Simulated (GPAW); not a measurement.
Records of electronic-structure calculations.

Quasiparticle gap of Cl (Cmce) in GPAW. The structure is orthorhombic, space group Cmce (No. 64). Conventional cell: a = 6.290 Å, b = 4.500 Å, c = 8.210 Å, α = 90.00°, β = 90.00°, γ = 90.00°. Nearest to Cl lie 1 Cl at 2.02 Å. The calculation used DFT, PBE, plane waves, PAW (and 1 further level or step) in GPAW 26.7.0, with cutoff 450 eV, GPAW PAW setups 1.2.1 data release, 4×4×2 k-mesh, nbands 76 in one of its runs. The PBE gap is 2.48 eV, indirect and the G0W0 gap on the mesh is 5.66 eV. The GW settings are 4×4×2 mesh, 66 bands, screening to 40 eV, Godby-Needs plasmon pole and the known limits are not at the basis limit; coarse k mesh. It took 4 runs, 64 s in all on 4 MPI ranks of Intel Xeon Platinum 8488C (Sapphire Rapids), shared host (the runs of this entry). G0W0 moves the gap on the mesh from 2.49 eV to 5.66 eV (+3.17 eV), with Z of 0.81 and 0.82 at the edges. Only 2 of the mesh's irreducible points were corrected, so a valley elsewhere could overtake. The cell and positions come from the Crystallography Open Database and are kept as given unless a step says otherwise. Bands and cutoff are finite, so the gap is not at the basis limit. The miss can reach some tenths of an eV and take either sign; the mesh is an error of its own. The 4×4×2 mesh is coarse for this cell, which bears on the long-range parts of exchange and screening.

[Runs of the session that timed out or met a known fault of the program may be left out.]

[Hosts, paths, dates, database ids (printed as entryN), source tags and the programs' standing remarks are cut or masked in the printed files.]
